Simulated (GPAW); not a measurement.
# Na/Al(110): work function by functional and basis, part 2 of 2

How far do functional and basis move the work function of Na/Al(110)?

GPAW 26.7.0; GPAW, PAW setups; slab in vacuum, relaxation (the session's first sound run).

So far, upper work function (eV): step 2 (relaxation, PBE, GPAW) 2.85; step 5 (self-consistent run: xc = "LDA") 2.97; step 6 (self-consistent run: xc = "RPBE") 2.78; step 7 (self-consistent run: xc = "vdW-DF2", GPAW, PAW setups, GPAW) 3.17; step 8 (OptPBE vdW: xc = "optPBE-vdW", GPAW, PAW setups, GPAW) 3.03.

## (9) Real-space grid: mode = "fd"

A real-space grid is a second complete basis, so it checks the plane-wave result.

run.py

```python
import json
import numpy as np
from ase import Atoms
from gpaw import GPAW

slab = Atoms(
    ['Al', 'Al', 'Al', 'Al', 'Al', 'Na'],
    positions=[
        [0.00000, 0.00000, 9.00000],
        [2.02500, 1.43189, 10.43189],
        [0.00000, 0.00000, 11.86378],
        [2.02500, 1.43189, 13.29349],
        [0.00000, -0.00000, 14.65554],
        [2.02500, 1.43189, 16.71943]],
    cell=[[4.05, 0.0, 0.0], [0.0, 2.86378, 0.0], [0.0, 0.0, 25.43936]],
    pbc=[True, True, False])

slab.calc = GPAW(mode='fd', h=0.18, xc='PBE', kpts={'size': (8, 11, 1), 'gamma': True},
                 occupations={'name': 'fermi-dirac', 'width': 0.1}, nbands='200%',
                 convergence={'density': 1e-05}, maxiter=200,
                 poissonsolver={'dipolelayer': 'xy'},
                 symmetry={'tolerance': 1e-3}, txt='slab.txt')
result = {}
energy = slab.get_potential_energy()
fermi = slab.calc.get_fermi_level()
v = slab.calc.get_electrostatic_potential().mean((0, 1)) - fermi
n = slab.calc.get_pseudo_density().mean((0, 1))
L = slab.cell[2, 2]
z = np.arange(len(v)) * L / len(v)
low, high = slab.positions[:, 2].min(), slab.positions[:, 2].max()
below, above = np.interp([low - 6.8, high + 6.8], z, v)
slopes = [np.interp(x, z, np.gradient(v, z)) for x in (low - 6.8, high + 6.8)]
eps = np.array([[slab.calc.get_eigenvalues(k, s) for k in range(len(slab.calc.get_ibz_k_points()))]
                for s in range(slab.calc.get_number_of_spins())]) - fermi
top, bottom = eps[eps < 0].max(), eps[eps > 0].min()
dipole = slab.get_dipole_moment()[2]
print(f'energy {energy:.4f} eV, Fermi level {fermi:.4f} eV, dipole {dipole:.5f} e A')
print(f'potential 6.8 A off the faces, from the Fermi level: lower {below:.4f} eV, upper {above:.4f} eV')
print(f'slope of the potential there: lower {slopes[0]:.5f}, upper {slopes[1]:.5f} eV/A')
print(f'nearest levels on the mesh: {top:.4f} and {bottom:.4f} eV')
print('magnetic moment', round(slab.get_magnetic_moment(), 3))
result.update(energy=energy, fermi=fermi, dipole=dipole, below=below, above=above, slopes=slopes, edges=[top, bottom],
              z=z.tolist(), v=v.tolist(), n=n.tolist(), positions=slab.positions.tolist(),
              forces=slab.get_forces(apply_constraint=False).tolist(), moments=slab.get_magnetic_moments().tolist())
json.dump(result, open('result.json', 'w'))
```

Started as:

```
> OMP_NUM_THREADS=1 OPENBLAS_NUM_THREADS=1 python run.py
```

Run time: 5.1 min. Hardware: 1 thread of Intel Xeon Platinum 8488C (Sapphire Rapids), shared host; peak memory 1 GiB.

Numbers from this step:

| Item | Value |
| --- | --- |
| dipole along the normal | 0.07581 e·Å |
| levels nearest the Fermi level on the mesh | -0.02736, 0.02275 eV from the Fermi level |
| upper work function | 2.851 eV |
| lower work function | 4.034 eV |

The electrostatic potential energy of an electron (without an applied field's), less the Fermi level, planar mean oscillates, so the rows of the table below give means over windows of 1 Å about each position, cut where the curve ends. Its maxima inside the range that stand out by 2 % of the span (Å: eV): 1.2: 4.03, 9.7: -4.99, 11.2: -5.00, 12.5: -5.02, 14.0: -5.61, 15.8: 0.0990. Its minima: 9.0: -8.90, 10.4: -9.33, 11.9: -9.31, 13.3: -9.42, 14.6: -9.10, 16.7: -3.77.

The electrostatic potential energy of an electron (without an applied field's), less the Fermi level, planar mean by z; means over each step:

```csv
z (Å),"electrostatic potential energy of an electron (without an applied field's), less the Fermi level, planar mean (eV)"
0,3.98
1,4.03
2,4.03
3,4.03
4,4.03
5,4.03
6,4.01
7,3.71
8,0.859
9,-7.13
10,-6.82
11,-6.44
12,-7.70
13,-7.36
14,-6.83
15,-5.53
16,-0.821
17,-2.44
18,1.30
19,2.52
20,2.79
21,2.84
22,2.85
23,2.85
24,2.85
25,2.85
```

The upper face's work function is 2.851 eV, against 2.852 eV in the first plane-wave PBE run at this geometry.

## (10) Atomic orbitals: mode = "lcao"

Atom-centred orbitals end a few angstrom from the surface, which tests how much the density's tail matters.

Changes to run.py since step 9:

```diff
@@ -17,4 +17,4 @@
 
-slab.calc = GPAW(mode='fd', h=0.18, xc='PBE', kpts={'size': (8, 11, 1), 'gamma': True},
-                 occupations={'name': 'fermi-dirac', 'width': 0.1}, nbands='200%',
+slab.calc = GPAW(mode='lcao', basis='dzp', h=0.18, xc='PBE', kpts={'size': (8, 11, 1), 'gamma': True},
+                 occupations={'name': 'fermi-dirac', 'width': 0.1}, nbands='120%',
                  convergence={'density': 1e-05}, maxiter=200,
```

Run time: 20 min. Hardware: 1 thread; peak memory 0.44 GiB.

This step gave:

```yaml
dipole_along_the_normal: 0.07121 e·Å
levels_nearest_the_fermi_level_on_the_mesh: -0.03003, 0.01827 eV from the Fermi level
upper_work_function: 2.857 eV
lower_work_function: 3.968 eV
```

The electrostatic potential energy of an electron (without an applied field's), less the Fermi level, planar mean oscillates, so the rows of the table below give means over windows of 0.5 Å about each position, cut where the curve ends. Its maxima inside the range that stand out by 2 % of the span (Å: eV): 4.63: 3.97, 9.72: -5.06, 11.18: -5.08, 12.54: -5.10, 13.99: -5.69, 15.81: 0.0506. Its minima: 8.99: -8.94, 10.45: -9.40, 11.90: -9.37, 13.26: -9.49, 14.63: -9.14, 16.72: -3.82.

The electrostatic potential energy of an electron (without an applied field's), less the Fermi level, planar mean by z; means over each step:

```csv
z (Å),"electrostatic potential energy of an electron (without an applied field's), less the Fermi level, planar mean (eV)"
0.0,3.87
0.5,3.97
1.0,3.97
1.5,3.97
2.0,3.97
2.5,3.97
3.0,3.97
3.5,3.97
4.0,3.97
4.5,3.97
5.0,3.97
5.5,3.97
6.0,3.96
6.5,3.92
7.0,3.75
7.5,3.13
8.0,1.23
8.5,-3.54
9.0,-8.35
9.5,-6.08
10.0,-6.56
10.5,-8.79
11.0,-5.78
11.5,-7.06
12.0,-8.56
12.5,-5.56
13.0,-7.63
13.5,-8.40
14.0,-6.08
14.5,-8.39
15.0,-5.84
15.5,-0.971
16.0,-0.437
16.5,-2.92
17.0,-2.83
17.5,-0.181
18.0,1.39
18.5,2.18
19.0,2.56
19.5,2.74
20.0,2.81
20.5,2.84
21.0,2.85
21.5,2.86
22.0,2.86
22.5,2.86
23.0,2.86
23.5,2.86
24.0,2.86
24.5,2.86
25.0,2.86
```

The upper face's work function is 2.857 eV, against 2.852 eV in the first plane-wave PBE run at this geometry.

## (11) All levels side by side

Times are for 1 thread of Intel Xeon Platinum 8488C (Sapphire Rapids), shared host. Results by setting:

```csv
no.,run,upper work function (eV),lower work function (eV),time,memory (GiB)
1,pw,2.852,4.034,53 s,0.27
2,revPBE,2.782,3.964,54 s,0.27
3,LDA,2.965,4.190,45 s,0.27
4,RPBE,2.784,3.964,52 s,0.27
5,vdW DF2,3.174,4.264,86 s,0.44
6,optPBE vdW,3.026,4.184,62 s,0.44
7,fd,2.851,4.034,5.1 min,1
8,lcao,2.857,3.968,20 min,0.44
```

## (12) Side by side

Results and costs are gathered.

This step: comparison of work functions, dipole and cost (GPAW 26.7.0).

Ladder, by row:

```csv
step,code,"work function, upper (eV)","work function, lower (eV)",dipole (e Å),wall time (s),peak memory (GiB),threads
pw,GPAW,2.852,4.034,0.07573,53.11,0.27,1
revPBE,GPAW,2.782,3.964,0.0757,54.23,0.27,1
LDA,GPAW,2.965,4.19,0.07848,45.43,0.27,1
RPBE,GPAW,2.784,3.964,0.07559,51.98,0.27,1
vdW-DF2,GPAW,3.174,4.264,0.06975,86.09,0.44,1
optPBE-vdW,GPAW,3.026,4.184,0.0742,62.5,0.44,1
fd,GPAW,2.851,4.034,0.07581,304.2,1,1
lcao,GPAW,2.857,3.968,0.07121,1227,0.44,1
```

## (13) A changed run

One more run, with changed settings.

This step: GPAW, PAW setups; slab in vacuum (GPAW 26.7.0).

Changes to run.py since step 10:

```diff
@@ -3,3 +3,3 @@
 from ase import Atoms
-from gpaw import GPAW
+from gpaw import GPAW, PW
 
@@ -17,5 +17,5 @@
 
-slab.calc = GPAW(mode='lcao', basis='dzp', h=0.18, xc='PBE', kpts={'size': (8, 11, 1), 'gamma': True},
-                 occupations={'name': 'fermi-dirac', 'width': 0.1}, nbands='120%',
-                 convergence={'density': 1e-05}, maxiter=200,
+slab.calc = GPAW(mode=PW(400), xc='PBE', kpts={'size': (8, 11, 1), 'gamma': True},
+                 occupations={'name': 'fermi-dirac', 'width': 0.1}, nbands='200%',
+                 convergence={'density': 1e-05}, maxiter=50,
                  poissonsolver={'dipolelayer': 'xy'},
@@ -30,4 +30,4 @@
 low, high = slab.positions[:, 2].min(), slab.positions[:, 2].max()
-below, above = np.interp([low - 6.8, high + 6.8], z, v)
-slopes = [np.interp(x, z, np.gradient(v, z)) for x in (low - 6.8, high + 6.8)]
+below, above = np.interp([low - 1.0, high + 1.0], z, v)
+slopes = [np.interp(x, z, np.gradient(v, z)) for x in (low - 1.0, high + 1.0)]
 eps = np.array([[slab.calc.get_eigenvalues(k, s) for k in range(len(slab.calc.get_ibz_k_points()))]
@@ -37,3 +37,3 @@
 print(f'energy {energy:.4f} eV, Fermi level {fermi:.4f} eV, dipole {dipole:.5f} e A')
-print(f'potential 6.8 A off the faces, from the Fermi level: lower {below:.4f} eV, upper {above:.4f} eV')
+print(f'potential 1.0 A off the faces, from the Fermi level: lower {below:.4f} eV, upper {above:.4f} eV')
 print(f'slope of the potential there: lower {slopes[0]:.5f}, upper {slopes[1]:.5f} eV/A')
```

Elapsed: 47 s, on 1 thread; peak memory 0.27 GiB.

The run finished. A setting was moved off its sound value on purpose, so it serves as a test and not as the result.

The fault put into the input: the potential probed 1 A off the face (probe = 1.0).

## (14) Results

```yaml
work_function_upper_and_lower_face: 2.852 and 4.034 eV
dipole_along_the_normal: 0.0757 e Å
```

**Reading.** With plane waves and PBE the work function is 2.85 eV on the upper face and 4.03 eV on the lower. The two faces differ by 1.2 eV, the step that the slab's dipole makes (e p/(ε0 A) gives 1.2 eV), so the dipole layer is needed. Over the sound runs of the table the upper face's work function spans 2.782 (revPBE) to 3.174 eV (vdW-DF2). The cell of 11.6 Å² holds one Na, started on one chosen site; other sites and coverages weren't tried. The in-plane lattice was kept as typed, which isn't the functional's own and leaves some strain; spin-orbit coupling and temperature are left out.

[Logs are printed without paths, hosts, clocks, repeated set-up lines and the standing remarks that a program may print on its own settings, such as how far it seeks lower states.]

[Hosts, paths, dates, database ids (printed as entryN), source tags and the programs' standing remarks are cut or masked in the printed files.]
